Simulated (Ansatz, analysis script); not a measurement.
# CaMn2As2: spin spirals and exchange

Does a spiral lie below the collinear start of CaMn2As2, and how stiff are the moments?

Method: PBEsol, PAW set soft_1 (files made for PBE), in Ansatz 0.2.0.

## Step 1: The structure

It takes space group P-3m1 (No. 164, trigonal). The conventional cell has a = 4.000 Å, b = 4.000 Å, c = 6.996 Å, α = 90.00°, β = 90.00°, γ = 120.00°. Nearest to Ca lie 6 As at 2.99 Å. Nearest to Mn lie 4 As at 2.41 to 2.44 Å. Nearest to As lie 4 Mn at 2.41 to 2.44 Å and 3 Ca at 2.99 Å. Farther neighbours are not listed.

As a file:

```cif
data_structure
_symmetry_space_group_name_H-M 'P 1'
_symmetry_Int_Tables_number 1
_cell_length_a 4.0003
_cell_length_b 4.0003
_cell_length_c 6.9955
_cell_angle_alpha 90.000
_cell_angle_beta 90.000
_cell_angle_gamma 120.000
_cell_volume 96.95
loop_
_atom_site_label
_atom_site_type_symbol
_atom_site_fract_x
_atom_site_fract_y
_atom_site_fract_z
_atom_site_occupancy
Ca1 Ca 0.00000 0.00000 0.00000 1
Mn2 Mn 0.33333 0.66667 0.61587 1
Mn3 Mn 0.66667 0.33333 0.38413 1
As4 As 0.66667 0.33333 0.72910 1
As5 As 0.33333 0.66667 0.27090 1
```

The cell comes from the Materials Project, a database of computed structures, and the real compound, where it exists, may take another one.

The cell of this run holds 5 atoms, 2 of them with a starting moment; values «a cell» refer to the cell of the run in question.

## Step 2: Collinear start 1: ferro ++

The order that a run ends on hangs on its start, so several orders are typed and the lowest is carried on.

Contents of input.yaml:

```yaml
crystal:
  lattice:
    - [4.0003377127, 0.0, 0.0]
    - [-2.0001688564, 3.4643940829, 0.0]
    - [0.0, 0.0, 6.995535]
  atoms:
    - { symbol: Ca, position: [0.0, 0.0, 0.0] }
    - { symbol: Mn, position: [0.33333333, 0.66666667, 0.615869], spin: 3.5 }
    - { symbol: Mn, position: [0.66666667, 0.33333333, 0.384131], spin: 3.5 }
    - { symbol: As, position: [0.66666667, 0.33333333, 0.729099] }
    - { symbol: As, position: [0.33333333, 0.66666667, 0.270901] }
magnetization:
  spin_polarized: true
kpoints:
  mp_grid: { grid: [8, 8, 4] }
hamiltonian:
  xc: pbesol
  pseudopotentials: { kind: paw, azcp: { folder: soft_1 }, xc_functional: pbe }
scf:
  occupations: { method: fermi_dirac, width: 0.05 }
  max_iter: 120
  convergence: { dr2_threshold: 1.0e-08 }
  lower_state_search: "off"
output:
  write_density: true
  write_potential: true
  elf: true
  volumetric_format: npy
```

Command:

```
$ ansatz run input.yaml --threads 1 --pin off --max-ram 2048MiB --backend cpu --events-out ev --progress --plain --runs-dir out
```

Numbers of over 12 decimals in the logs are rounded to 6 here.

Log:

```text
Engine: ansatz 0.2.0, aarch64-unknown-linux-gnu
Pseudopotentials: kind: paw
Pseudopotential: Ca, paw, valence charge 10, recommended cutoff 420 eV (normal), soft_1/Ca.paw.azcp
Pseudopotential: Mn, paw, valence charge 15, recommended cutoff 420 eV (normal), soft_1/Mn.paw.azcp
Pseudopotential: As, paw, valence charge 15, recommended cutoff 420 eV (normal), soft_1/As.paw.azcp
Functional definition: PBEsol
  exchange = pbesol_x
  correlation = pbesol_c
Crystal: 5 atoms, lattice volume = 96.949 Å³
Basis set: ecut = 420 eV, 1919 PW (Γ)
Bands: 47, of which v1, the nominal top of the filled ones, is band 35 counted from 1 (34 counted from 0)
Symmetry: 12 space group operations
Space group: P-3m1 (ITA 164), of the structure as read, at distance tolerance 4.6e-5 Å
Magnetic group: BNS 164.85 (UNI 1315), of the structure as read, at distance tolerance 4.6e-5 Å
k-points: 35 of 256
Non-local potential: Ca, projectors of the file, l = 0: 3, l = 1: 2, l = 2: 2
Non-local potential: Mn, projectors of the file, l = 0: 3, l = 1: 2, l = 2: 3, l = 3: 1
Non-local potential: As, projectors of the file, l = 0: 2, l = 1: 2, l = 2: 3, l = 3: 1
PAW form: soft (Blöchl's): semilocal exchange-correlation on the pseudo side does not see the compensation charge
PAW frozen core: Ca, regenerated for the run's functional, and the local potential with it (the file was generated under x = pbe(κ = 0.804, μ = 0.219515), c = pbe(β = 0.066725))
PAW frozen core: Mn, regenerated for the run's functional, and the local potential with it (the file was generated under x = pbe(κ = 0.804, μ = 0.219515), c = pbe(β = 0.066725))
PAW frozen core: As, regenerated for the run's functional, and the local potential with it (the file was generated under x = pbe(κ = 0.804, μ = 0.219515), c = pbe(β = 0.066725))
PAW one-centre angular grid: Ca, 110 points (default); XC on 64 Gauss nodes
PAW one-centre angular grid: Mn, 590 points (default); XC on 64 Gauss nodes
PAW one-centre angular grid: As, 590 points (default); XC on 64 Gauss nodes
Initial density: superposition of atomic densities (chi_scale 0.1, normalization cell, long waves kept (reshape's long-wave potential 0.10 eV rms))
Starting moments: Σ|m| = 7 μB on 2 of 5 sites
Initial wavefunctions: pseudopotential atomic-orbital guess
Functional: x = pbesol(κ = 0.804, μ = 0.123457), c = pbesol(β = 0.046)
SCF iter   1: F=—  HF=-19161.106356 eV  |F-HF|=—  |Δ(HF+E_count)|=         —  Δρ=6.26e-2 (↑3.22e-2 ↓6.26e-2)  dr2=8.94e0  dr2_m=4.16e-1  M=5.408 μB ∫|m|=6.167 μB  β_m=0.30  ethr=3.10e-3  ⟨swp⟩=8.6  Hψ=14479  notcnv=0  defer=1
preconditioner: auto → Kerker (q_TF=auto, 2.584 Å⁻¹)  [metal: Δε(μ)=0.004 eV  Ē_g=6.477 eV  σ=0.050 eV  W_gap=0.02  n_scr=34 (ndim 8)  ℏωp=19.2 eV  f_vac=0.000  D(μ)=4.36/eV (n_scr^D=36)]
spin=Collinear: Kerker preconditioning applied to the charge; magnetization (m = ρ↑ − ρ↓) channel mixes plain (no charge-response kernel on spin).
SCF iter   2: F=—  HF=-19160.041999 eV  |F-HF|=—  |Δ(HF+E_count)|=    1.06e0  Δρ=2.81e-2 (↑2.81e-2 ↓2.36e-2)  dr2=2.43e0  dr2_m=3.22e-1  M=5.731 μB ∫|m|=6.387 μB  β_m=0.30  ethr=3.10e-3  ⟨swp⟩=3.3  Hψ=6352  notcnv=0  defer=162
Mixer restart at iter 2: flushing history
spin-set hold released at iteration 2 (the charge has settled, or the pull on large starting moments outlasts its swing): the magnetisation degrees of freedom join the quasi-Newton model from the next iteration; the mixer history was flushed
SCF iter   3: F=—  HF=-19159.748013 eV  |F-HF|=—  |Δ(HF+E_count)|=   2.94e-1  Δρ=2.44e-2 (↑1.73e-2 ↓2.44e-2)  dr2=1.18e0  dr2_m=2.37e-1  M=5.559 μB ∫|m|=6.242 μB  β_m=0.64  ethr=3.10e-3  ⟨swp⟩=2.3  Hψ=3929  notcnv=0  defer=175
SCF iter   4: F=—  HF=-19159.689695 eV  |F-HF|=—  |Δ(HF+E_count)|=   5.83e-2  Δρ=3.18e-2 (↑3.18e-2 ↓1.02e-2)  dr2=1.89e0  dr2_m=1.21e-1  M=5.342 μB ∫|m|=5.952 μB  β_m=0.54  ethr=1.68e-3  ⟨swp⟩=3.3  Hψ=5257  notcnv=0  defer=175
SCF iter   5: F=—  HF=-19159.478051 eV  |F-HF|=—  |Δ(HF+E_count)|=   2.12e-1  Δρ=5.27e-3 (↑5.27e-3 ↓2.08e-3)  dr2=5.43e-2  dr2_m=5.33e-3  M=5.190 μB ∫|m|=5.817 μB  β_m=0.67  ethr=1.68e-3  ⟨swp⟩=2.8  Hψ=5229  notcnv=0  defer=265
SCF iter   6: F=—  HF=-19159.476636 eV  |F-HF|=—  |Δ(HF+E_count)|=   1.42e-3  Δρ=3.47e-3 (↑3.47e-3 ↓1.23e-3)  dr2=2.63e-2  dr2_m=1.80e-3  M=5.162 μB ∫|m|=5.771 μB  β_m=0.72  ethr=7.75e-5  ⟨swp⟩=2.0  Hψ=3520  notcnv=0  defer=265
SCF iter   7: F=—  HF=-19159.474126 eV  |F-HF|=—  |Δ(HF+E_count)|=   2.51e-3  Δρ=9.95e-4 (↑4.81e-4 ↓9.95e-4)  dr2=2.55e-3  dr2_m=1.26e-4  M=5.133 μB ∫|m|=5.737 μB  β_m=0.86  ethr=3.75e-5  ⟨swp⟩=2.3  Hψ=4476  notcnv=0  defer=265
SCF iter   8: F=—  HF=-19159.474204 eV  |F-HF|=—  |Δ(HF+E_count)|=   7.84e-5  Δρ=6.70e-4 (↑6.70e-4 ↓5.25e-4)  dr2=1.53e-3  dr2_m=8.33e-6  M=5.120 μB ∫|m|=5.720 μB  β_m=0.81  ethr=3.64e-6  ⟨swp⟩=2.0  Hψ=4036  notcnv=0  defer=265
SCF iter   9: F=—  HF=-19159.473972 eV  |F-HF|=—  |Δ(HF+E_count)|=   2.32e-4  Δρ=2.06e-4 (↑1.80e-4 ↓2.06e-4)  dr2=1.68e-4  dr2_m=4.34e-7  M=5.117 μB ∫|m|=5.714 μB  β_m=0.90  ethr=2.18e-6  ⟨swp⟩=2.5  Hψ=4907  notcnv=0  defer=265
SCF iter  10: F=—  HF=-19159.473975 eV  |F-HF|=—  |Δ(HF+E_count)|=   3.28e-6  Δρ=6.00e-5 (↑3.34e-5 ↓6.00e-5)  dr2=1.75e-5  dr2_m=3.07e-7  M=5.117 μB ∫|m|=5.714 μB  β_m=0.95  ethr=2.41e-7  ⟨swp⟩=1.7  Hψ=3261  notcnv=0  defer=265
SCF iter  11: F=—  HF=-19159.473981 eV  |F-HF|=—  |Δ(HF+E_count)|=   5.32e-6  Δρ=2.01e-5 (↑1.27e-5 ↓2.01e-5)  dr2=3.19e-6  dr2_m=2.68e-8  M=5.117 μB ∫|m|=5.715 μB  β_m=0.98  ethr=2.50e-8  ⟨swp⟩=2.1  Hψ=4740  notcnv=0  defer=265
SCF iter  12: F=—  HF=-19159.473978 eV  |F-HF|=—  |Δ(HF+E_count)|=   2.45e-6  Δρ=9.02e-6 (↑7.14e-6 ↓9.02e-6)  dr2=5.78e-7  dr2_m=1.76e-9  M=5.117 μB ∫|m|=5.715 μB  β_m=0.91  ethr=4.55e-9  ⟨swp⟩=1.0  Hψ=3287  notcnv=0  defer=265
SCF iter  13: F=—  HF=-19159.473978 eV  |F-HF|=—  |Δ(HF+E_count)|=   6.44e-8  Δρ=2.98e-6 (↑2.89e-6 ↓2.98e-6)  dr2=6.25e-8  dr2_m=1.44e-10  M=5.117 μB ∫|m|=5.715 μB  β_m=0.96  ethr=8.26e-10  ⟨swp⟩=1.5  Hψ=3180  notcnv=0  defer=265
SCF iter  14: F=-19159.473978 eV  HF=-19159.473978 eV  |F-HF|=3.14e-9  |Δ(HF+E_count)|=   3.30e-9  Δρ=1.04e-6 (↑1.04e-6 ↓9.12e-7)  dr2=3.79e-9  dr2_m=1.51e-11  M=5.117 μB ∫|m|=5.715 μB  ethr=1.43e-11  ⟨swp⟩=8.4  Hψ=11948  notcnv=0
SCF 1 converged in 14 iterations: F = -19159.473978 eV  dr2 = 3.79e-9
  greatest PAW one-centre occupation: 1.000 electrons in one spin orbital (limit 2), on the Mn atom at site 2 (counted from 0), in its partial waves of l = 0
SCF converged after 14 iterations
Magnetization: 5.1167 μB (37.5584 up, 32.4416 down)
Absolute magnetization: 5.7130 μB (∫|ρ↑−ρ↓|, with the PAW one-centre terms)
Spin contamination: 0.1963 ħ² per cell (⟨S²⟩ above its minimum at these occupations)
Per-site moments (μB) at R_I (Å): [(-0.00717574, 1.232376), (2.469664, 0.995460), (2.469664, 0.995460), (-0.086946, 0.995460), (-0.086946, 0.995460)]
Free energy (F): -19159.473978 eV
Harris-Foulkes:  -19159.473978 eV  (|F-HF|=3.14e-9)
Internal energy: -19159.445138 eV  (E = F + TS)
E sigma→0 (E₀):  -19159.459558 eV
Entropy (-TS):   -0.028841 eV (-5.768 meV/atom)
Fermi energy:    10.829403 eV
--- Per-component energies (eV) ---
  E_band       = -1141.605465
  E_kinetic    = 1087.551021
  E_local      = -10447.023347  (includes V_loc(G=0)·N_el)
  E_nonlocal   = 233.202717
  E_hartree    = 4786.459547
  E_xc         = -483.354569
  E_vxc        = -583.881947  (∫ρ·V_xc dr)
  E_paw        = -7385.781714  (= ΣΔE_a)
  E_vpaw       = -1004.368256  (= ΣTr[D̂ρ^β])
  E_aug_tail   = 0.000173  (compensation charges beyond the density's cutoff)
  E_ewald      = -6952.889922
  E_core_change = 2.390956  (= ΣΔE_core)
  E_smearing   = -0.028841  (= −TS)
  E_closure    = 0.000000  (closes the sum)
  Σ components = -19159.473978   (vs F -19159.473978, Δ=0.00e0)
--- Band table (eV; the first three rows and the last of 70) ---
  k-point 0 ↑: bands = [... 31 lower, 8.8808, 9.4306, 9.8338, 9.8338, 11.7222, 11.7222, 12.7229, 12.7545, ... 8 higher]
  k-point 1 ↑: bands = [... 31 lower, 8.9217, 9.4181, 9.8025, 9.8025, 11.5166, 11.8052, 11.8052, 12.7877, ... 8 higher]
  k-point 2 ↑: bands = [... 31 lower, 8.9647, 9.4059, 9.7699, 9.7699, 11.0407, 11.9459, 11.9459, 12.4585, ... 8 higher]
  k-point 34 ↓: bands = [... 31 lower, 10.6109, 10.7692, 10.8261, 11.6717, 12.0082, 12.1139, 12.5274, 12.7557, ... 8 higher]
```

The job ended after 26 s (1 thread of Arm Neoverse V1, shared host; peak memory 0.48 GiB).

It ends ferromagnetic, with 2.47 μB on the largest site.

## Step 3: Collinear start 2: antiferro +-

A self-consistent run from these starting moments shows which magnetic state they lead to.

input.yaml, the sections that differ from step 2:

```yaml
crystal:
  lattice:
    - [4.0003377127, 0.0, 0.0]
    - [-2.0001688564, 3.4643940829, 0.0]
    - [0.0, 0.0, 6.995535]
  atoms:
    - { symbol: Ca, position: [0.0, 0.0, 0.0] }
    - { symbol: Mn, position: [0.33333333, 0.66666667, 0.615869], spin: 3.5 }
    - { symbol: Mn, position: [0.66666667, 0.33333333, 0.384131], spin: -3.5 }
    - { symbol: As, position: [0.66666667, 0.33333333, 0.729099] }
    - { symbol: As, position: [0.33333333, 0.66666667, 0.270901] }
# magnetization, kpoints, hamiltonian, scf: as in step 2
# output: removed
```

Log:

```text
[...]
Crystal: 5 atoms, lattice volume = 96.949 Å³
Basis set: ecut = 420 eV, 1919 PW (Γ)
Bands: 47, of which v1, the nominal top of the filled ones, is band 35 counted from 1 (34 counted from 0)
Symmetry: 6 space group operations
[...]
k-points: 35 of 256 (time reversal used)
[...]
Starting moments: Σ|m| = 7 μB on 2 of 5 sites
[...]
Absolute magnetization: 7.2329 μB (∫|ρ↑−ρ↓|, with the PAW one-centre terms)
[...]
Per-site moments (μB) at R_I (Å): [(5.562600039926772e-8, 1.232376), (3.131898, 0.995460), (-3.131897, 0.995460), (-0.011528, 0.995460), (0.011528, 0.995460)]
Free energy (F): -19159.854900 eV
[...]
Internal energy: -19159.832492 eV  (E = F + TS)
E sigma→0 (E₀):  -19159.843696 eV
Entropy (-TS):   -0.022409 eV (-4.482 meV/atom)
Fermi energy:    11.093891 eV
[...]
[key lines of the parts left out:]
SCF converged after 18 iterations
Magnetization: 0.0000 μB (35.0000 up, 35.0000 down)
```

It took 50 s on 1 thread; peak memory 0.48 GiB.

It ends antiferromagnetic, with 3.13 μB on the largest site.

## Step 4: The collinear states

```csv
typed order,atoms,final state,energy (meV/atom),largest moment (μB)
ferro ++,5,ferromagnetic,76.18,2.47
antiferro +-,5,antiferromagnetic,0.00,3.13
```

The session goes on from the lowest state with moments found, typed antiferro +-.

Spin moment in the atom's sphere by atom:

```csv
atom,spin moment in the atom's sphere (μB)
Ca1,0.00
Mn2,3.13
Mn3,-3.13
As4,-0.01
As5,0.01
```

Tables count atoms from 1; parts of the log count from 0.

## Step 5: Mesh refined

Levels at the Fermi energy are partly filled, so moments and energy differences can hang on the k-mesh, and the state is solved again on a denser one.

input.yaml, the sections that differ from step 3:

```yaml
crystal:
  lattice:
    - [4.0003377127, 0.0, 0.0]
    - [-2.0001688564, 3.4643940829, 0.0]
    - [0.0, 0.0, 6.995535]
  atoms:
    - { symbol: Ca, position: [0.0, 0.0, 0.0] }
    - { symbol: Mn, position: [0.33333333, 0.66666667, 0.615869], spin: 3.13 }
    - { symbol: Mn, position: [0.66666667, 0.33333333, 0.384131], spin: -3.13 }
    - { symbol: As, position: [0.66666667, 0.33333333, 0.729099] }
    - { symbol: As, position: [0.33333333, 0.66666667, 0.270901] }
kpoints:
  mp_grid: { grid: [11, 11, 6] }
basis:
  ecutwfc: 420.0
checkpoint:
  read: start
  write: ck
  compress: false
  write_wavefunctions: false
  write_every: 100000
# magnetization, hamiltonian, scf: as in step 3
```

Command:

```
$ ansatz run input.yaml --threads 4 --pin off --max-ram 8192MiB --backend cpu --events-out ev --progress --plain --runs-dir out
```

Log:

```text
[...]
Absolute magnetization: 7.2274 μB (∫|ρ↑−ρ↓|, with the PAW one-centre terms)
[...]
Per-site moments (μB) at R_I (Å): [(4.24944102530128e-8, 1.232376), (3.129641, 0.995460), (-3.129640, 0.995460), (-0.011506, 0.995460), (0.011506, 0.995460)]
Free energy (F): -19159.853304 eV
[...]
Internal energy: -19159.828643 eV  (E = F + TS)
E sigma→0 (E₀):  -19159.840974 eV
Entropy (-TS):   -0.024661 eV (-4.932 meV/atom)
Fermi energy:    11.094715 eV
[...]
[key lines of the parts left out:]
SCF converged after 9 iterations
Magnetization: 0.0000 μB (35.0000 up, 35.0000 down)
```

Elapsed: 17 s, on 4 threads; peak memory 0.75 GiB; 68 s of CPU time.

Spin moment in the atom's sphere by atom:

```csv
atom,spin moment in the atom's sphere (μB)
Ca1,0.00
Mn2,3.13
Mn3,-3.13
As4,-0.01
As5,0.01
```

The run ends antiferromagnetic, with a net moment of 0 μB a cell.

Each spiral starts from these moments, tilted 90° from the rotation axis z (a flat spiral); sizes are free, while the program holds flat spirals in their plane. Spin–orbit coupling is switched off, so the energy does not depend on how the axis lies in the crystal. The folder named start holds the saved collinear state, from which each run begins.

The runs on spinors take the mesh 12×12×8.

## Step 6: q = (0, 0, 0)

The reference is the same input at q = 0, so that basis and exchange-correlation form match those at other q. Every q is chosen so that q/2 is a mesh vector: every spiral then samples the k-points of q = 0, and much mesh noise cancels.

input.yaml, the sections that differ from step 5:

```yaml
crystal:
  lattice:
    - [4.0003377127, 0.0, 0.0]
    - [-2.0001688564, 3.4643940829, 0.0]
    - [0.0, 0.0, 6.995535]
  atoms:
    - { symbol: Ca, position: [0.0, 0.0, 0.0] }
    - { symbol: Mn, position: [0.33333333, 0.66666667, 0.615869], spin: 3.13, spin_axis: [1.0, 0.0, 0.0] }
    - { symbol: Mn, position: [0.66666667, 0.33333333, 0.384131], spin: 3.13, spin_axis: [-1.0, 0.0, 0.0] }
    - { symbol: As, position: [0.66666667, 0.33333333, 0.729099] }
    - { symbol: As, position: [0.33333333, 0.66666667, 0.270901] }
kpoints:
  mp_grid: { grid: [12, 12, 8] }
magnetization:
  noncollinear: true
  spin_spiral: { q: [0.0, 0.0, 0.0] }
checkpoint:
  read: start
# hamiltonian, scf, basis: as in step 5
```

Command:

```
$ ansatz run input.yaml --threads 1 --pin off --max-ram 2048MiB --backend cpu --events-out ev --progress --plain --runs-dir out
```

Log:

```text
Warning: checkpoint.read: spin treatment differs: saved collinear, current noncollinear; the saved charge density seeds this run and the saved magnetisation is carried along the axis that this deck's starting moments share; the saved density holds an absolute magnetisation of 7.2e0 μB; saved orbitals and DFT+U occupations are not carried; the saved PAW projector densities are carried along that axis
Warning: checkpoint.read: magnetization.spin_spiral differs: saved none, current q = [0, 0, 0]; the saved state is no spin spiral's: the SCF starts from none of its orbitals and from its density, each atom's moment turned about z as a whole to its place on this deck's spiral. A spiral's own state at q: [0, 0, 0] serves better
[...]
Crystal: 5 atoms, lattice volume = 96.949 Å³
Basis set: ecut = 420 eV, 1919 PW (Γ)
Bands: 84, of which v1, the nominal top of the filled ones, is band 70 counted from 1 (69 counted from 0)
Symmetry: 6 space group operations
k-points: 131 of 1152
Spin spiral: q = (0, 0, 0) of the reciprocal vectors; moments are told in the frame that turns with it, a site's in that at the site
[...]
SCF iter   1: F=—  HF=-19159.853778 eV  |F-HF|=—  |Δ(HF+E_count)|=         —  Δρ=5.83e-5  dr2=2.32e-6  dr2_m=7.54e-7  ethr=8.02e-7  |M|=1.06e-6 ∫|m|=7.22e0 μB  |m|>n=0.0e0 m-floor=0.0e0 τ_xc=7.1e-15 mc-row=0.0e0  β_m=0.30  ⟨swp⟩=3.0  Hψ=68562  notcnv=0
[...]
spin=Noncollinear: Kerker preconditioning applied to the charge; magnetization (m_x, m_y, m_z) channels mix plain (no charge-response kernel on spin).
SCF iter   2: F=—  HF=-19159.853673 eV  |F-HF|=—  |Δ(HF+E_count)|=   1.05e-4  Δρ=4.55e-5  dr2=1.22e-6  dr2_m=4.59e-7  ethr=3.31e-9  |M|=1.44e-6 ∫|m|=7.22e0 μB  |m|>n=0.0e0 m-floor=0.0e0 τ_xc=2.6e-8 mc-row=0.0e0  β_m=0.65  ⟨swp⟩=2.1  Hψ=17651  notcnv=0
[...]
SCF iter   7: F=-19159.853674 eV  HF=-19159.853674 eV  |F-HF|=2.63e-9  |Δ(HF+E_count)|=  6.51e-10  Δρ=1.17e-6  dr2=2.62e-9  dr2_m=3.35e-11  ethr=1.43e-11  |M|=2.48e-7 ∫|m|=7.22e0 μB  |m|>n=0.0e0 m-floor=0.0e0 τ_xc=4.9e-9 mc-row=0.0e0  ⟨swp⟩=3.0  Hψ=21987  notcnv=0
SCF 1 converged in 7 iterations: F = -19159.853674 eV  dr2 = 2.62e-9
[...]
SCF converged after 7 iterations
Magnetization: |M| = 0.0000 μB,  M = (+0.0000, +0.0000, +0.0000) μB
Absolute magnetization: 7.2264 μB (∫|m|, with the PAW one-centre terms)
  site 0: m = (+0.0000, +0.0000, +0.0000) μB, |m| = 0.0000 μB  (R = 1.23 Å)
  site 1: m = (+3.1294, +0.0000, +0.0000) μB, |m| = 3.1294 μB  (R = 1.00 Å)
  site 2: m = (-3.1294, +0.0000, +0.0000) μB, |m| = 3.1294 μB  (R = 1.00 Å)
  site 3: m = (-0.0116, -0.0000, +0.0000) μB, |m| = 0.0116 μB  (R = 1.00 Å)
  site 4: m = (+0.0116, -0.0000, +0.0000) μB, |m| = 0.0116 μB  (R = 1.00 Å)
Free energy (F): -19159.853674 eV
[...]
Internal energy: -19159.828894 eV  (E = F + TS)
E sigma→0 (E₀):  -19159.841284 eV
Entropy (-TS):   -0.024780 eV (-4.956 meV/atom)
Fermi energy:    11.095927 eV
[...]
```

It took 5.1 min on 1 thread; peak memory 1.6 GiB.

The largest moment is 3.13 μB, against 3.13 μB in the collinear run.

## Step 7: q = (0, 0, 0.5)

Only q changes. The cell stays that of the crystal, since the generalised Bloch theorem carries the rotation from cell to cell.

input.yaml: that of step 6 with these lines changed.

```diff
@@ -25,3 +25,3 @@
   noncollinear: true
-  spin_spiral: { q: [0.0, 0.0, 0.0] }
+  spin_spiral: { q: [0.0, 0.0, 0.5] }
 checkpoint:
```

Log:

```text
[...]
Crystal: 5 atoms, lattice volume = 96.949 Å³
Basis set: ecut = 420 eV, 1919 PW (Γ)
Bands: 84, of which v1, the nominal top of the filled ones, is band 70 counted from 1 (69 counted from 0)
Symmetry: 6 space group operations
k-points: 131 of 1152
[...]
SCF iter  17: F=-19159.824369 eV  HF=-19159.824369 eV  |F-HF|=1.22e-9  |Δ(HF+E_count)|=   1.03e-9  Δρ=9.78e-7  dr2=1.29e-9  dr2_m=8.89e-12  ethr=1.43e-11  |M|=2.49e0 ∫|m|=7.22e0 μB  |m|>n=0.0e0 m-floor=0.0e0 τ_xc=3.8e-3 mc-row=0.0e0  ⟨swp⟩=3.0  Hψ=23891  notcnv=0
SCF 1 converged in 17 iterations: F = -19159.824369 eV  dr2 = 1.29e-9
[...]
SCF converged after 17 iterations
Magnetization: |M| = 2.4860 μB,  M = (-0.0002, -2.4860, +0.0000) μB
Absolute magnetization: 7.2234 μB (∫|m|, with the PAW one-centre terms)
  site 0: m = (-0.0000, -0.0033, +0.0000) μB, |m| = 0.0033 μB  (R = 1.23 Å)
  site 1: m = (+2.9289, -1.1161, +0.0000) μB, |m| = 3.1344 μB  (R = 1.00 Å)
  site 2: m = (-2.9291, -1.1157, +0.0000) μB, |m| = 3.1344 μB  (R = 1.00 Å)
  site 3: m = (-0.0074, +0.0065, +0.0000) μB, |m| = 0.0098 μB  (R = 1.00 Å)
  site 4: m = (+0.0074, +0.0065, +0.0000) μB, |m| = 0.0098 μB  (R = 1.00 Å)
Free energy (F): -19159.824369 eV
[...]
Internal energy: -19159.801671 eV  (E = F + TS)
E sigma→0 (E₀):  -19159.813020 eV
Entropy (-TS):   -0.022698 eV (-4.540 meV/atom)
Fermi energy:    11.058698 eV
[...]
```

The job ended after 12 min (1 thread; peak memory 1.7 GiB).

The energy of the cell lies 29.3 meV above that at q = 0, and the largest moment is 3.13 μB against 3.13 μB.

(Part 1 of 2 ends here.)

[Logs and program files are shortened in this print: banners, set-up blocks, solver, clock and traceback lines can be left out without a mark of their own.]

[Logs are printed without paths, hosts, clocks, repeated set-up lines and the standing remarks that a program may print on its own settings, such as how far it seeks lower states.]

[Hosts, paths, dates, database ids (printed as entryN), source tags and the programs' standing remarks are cut or masked in the printed files.]
